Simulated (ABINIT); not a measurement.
Entries from a set of simulations; values are calculated unless marked as measured.

## A GW chain in ABINIT: TaAgO3 (Pm-3m)

The structure is cubic, space group Pm-3m (No. 221). Conventional cell: a = 3.999 Å, b = 3.999 Å, c = 3.999 Å, α = 90.00°, β = 90.00°, γ = 90.00°. Nearest to Ta lie 6 O at 2.00 Å. Ag has 12 O at 2.83 Å nearest. Nearest to O lie 2 Ta at 2.00 Å. Farther neighbours, and contacts between anions beyond the nearest, are not listed.

```
method               : RPA screening on PBEsol, plane waves, norm-conserving pseudopotentials (and 2 further levels or steps)
program              : ABINIT 10.8.3
settings             : cutoff 37 Ha, PseudoDojo scalar-relativistic 0.4.1 standard, norm-conserving, ngkpt (2, 2, 2), nband 51, ecuteps 3.2 Ha, inclvkb 2, shiftk (0, 0, 0), symchi 1, awtr 1, frequency ppm, 2×2×2 k-mesh
cost                 : 5 runs, 2 min in all on 4 MPI ranks of Arm Neoverse V1, shared host
notes                : The cell and positions are those that the Materials Project relaxed with its own functionals (PBE, PBE+U or r2SCAN), kept fixed. Limits: d shell near the gap, gap tends to lie low; no spin-orbit coupling. The 2×2×2 mesh is coarse for this cell, which bears on the long-range parts of exchange and screening.
PBEsol gap           : 1.59 eV, indirect
G0W0 gap on the mesh : 2.45 eV
GW settings          : 2×2×2 mesh, 51 bands, screening to 87.1 eV, Godby-Needs plasmon pole
known limits         : short of the basis limit; d shell near the gap, gap tends to lie low; no spin-orbit coupling; coarse k mesh
```

G0W0 moves the gap on the mesh from 1.59 eV to 2.45 eV (+0.86 eV), with Z of 0.77 and 0.83 at the edges. Local fields lower the RPA ε∞ on this mesh from 11.89 to 11.49; a Γ-centred mesh this coarse tends to raise both, most where the direct gap is narrow, while a short band sum lowers them.

[Long decimals in the printed logs are rounded to 6 places.]

[Logs are printed without paths, hosts, clocks, repeated set-up lines and the standing remarks that a program may print on its own settings, such as how far it seeks lower states.]

[Paths, hosts, dates, memory and timing lines, banners, echoed tables and standing remarks are left out of the program output; an Ansatz launch command may be rebuilt from the run's recorded settings. Measured values are a selection of at most five: reports struck by readers or far from the other reports are left out. None is set beside runs whose start may be inverted or whose files or cutoffs have a known fault.]

[Runs of the session that timed out or met a known fault of the program may be left out.]

[Hosts, paths, dates, database ids (printed as entryN), source tags and the programs' standing remarks are cut or masked in the printed files.]

[G0W0 gaps are taken among the corrected bands and points alone; a level outside them can change the order at an edge.]

[Where Ansatz stands beside ABINIT at settings called matched, ABINIT's density can come from a denser mesh and the files from another edition; pairs whose starting gaps differed by over 0.03 eV were left out, so agreement reads better than it is.]
